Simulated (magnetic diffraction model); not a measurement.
# Which magnetic order? Mg₁₄CrPb

Space group Amm2 (no. 38), a = 10.2280 Å, b = 6.4100 Å, c = 10.9530 Å.

```csv
site,atom,x,y,z
2b,Pb,1/2,1/2,0.1642
2b,Cr,1/2,1/2,0.6649
4c,Mg,0.7524,1/2,0.3345
4c,Mg,0.7426,1/2,0.8278
8f,Mg,0.7449,0.7525,0.0831
4d,Mg,0,3/4,0.9181
4e,Mg,1/2,0.7471,0.9177
2a,Mg,0,1/2,0.1667
2a,Mg,0,1/2,0.6636
```

This is a made-up structure (elements placed in a structure type, unrelaxed), so the numbers test the method and describe no known phase.

Only Cr is taken to order (form factors of Cr2+); orders and moment sizes are assumed, and not adapted to the symmetry. Radiation: neutrons of λ = 2.567 Å, 8° to 50°; isotropic B of 0.3 Å² (Pb), 0.52 Å² (Cr) and 0.65 Å² (Mg). The intensities are simulated: I ∝ L Σ (|F_N|² + |F_M⊥|²) for unpolarised neutrons, with F_M = 2.695 fm/μB × Σ f(s) S exp(2πi Q·r) exp(−B s²) at Q = H ± k (one set where k and −k are equivalent), only the part normal to Q counting and L = 1/(sin²θ cos θ). For collinear order S is the moment m, which repeats by lattice and centring translations R with the sign exp(−2πi k·R). Form factors are spin-only for 3d ions and dipole or tabulated for f ions, scattering lengths are Sears's of 1992, and absorption is left out. A label names one of the reflections at its angle. The strongest nuclear line in the range is 100, and lines under 0.2 are left out.

Above the ordering temperature:

| 2θ (°) | index | I |
| --- | --- | --- |
| 14.42 | (1 0 0) | 39.2 |
| 26.83 | (0 1 1) | 55.0 |
| 27.11 | (0 0 2) | 8.4 |
| 29.07 | (2 0 0) | 5.3 |
| 30.59 | (1 1 1) | 100.0 |
| 30.84 | (1 0 2) | 10.6 |
| 39.97 | (2 1 1) | 83.9 |
| 40.17 | (2 0 2) | 4.8 |
| 44.23 | (3 0 0) | 0.2 |
| 47.22 | (0 2 0) | 2.1 |
| 47.73 | (0 1 3) | 24.6 |
| 49.63 | (1 2 0) | 2.8 |

Below it (cell unchanged):

```csv
2θ (°),I
14.42,63.2
26.83,89.4
27.11,29.7
29.07,10.4
30.59,143.1
30.84,36.9
39.97,100.8
40.17,14.7
44.23,1.9
47.22,5.8
47.73,33.9
49.63,8.9
```

**Question.** Find the propagation vector, then choose among these models:
A. collinear moments along [001], 1.87 μB on Cr
B. collinear moments along [101], 1.87 μB on Cr
C. collinear moments along [110], 1.87 μB on Cr

No line moves, and magnetic intensity falls on nuclear lines such as the one at 30.59°, so the magnetic cell equals the chemical primitive cell: k = 0.

Magnetic intensity, observed (below minus above) and for each model:

| 2θ (°) | index | observed | A | B | C |
| --- | --- | --- | --- | --- | --- |
| 14.42 | (1 0 0) | 23.9 | 84.8 | 45.3 | 23.9 |
| 26.83 | (0 1 1) | 34.4 | 32.4 | 37.6 | 34.4 |
| 27.11 | (0 0 2) | 21.2 | <0.2 | 9.9 | 21.2 |
| 29.07 | (2 0 0) | 5.1 | 18.0 | 9.6 | 5.1 |
| 30.59 | (1 1 1) | 43.1 | 51.3 | 50.4 | 43.1 |
| 30.84 | (1 0 2) | 26.3 | 7.0 | 15.1 | 26.3 |
| 39.97 | (2 1 1) | 16.8 | 28.7 | 22.3 | 16.8 |
| 47.73 | (0 1 3) | 9.3 | 2.5 | 6.0 | 9.3 |

Model C matches.

The structure used: k = (0 0 0), collinear moments along [110], 1.87 μB on Cr.

[Logs are printed without paths, hosts, clocks, repeated set-up lines and the standing remarks that a program may print on its own settings, such as how far it seeks lower states.]
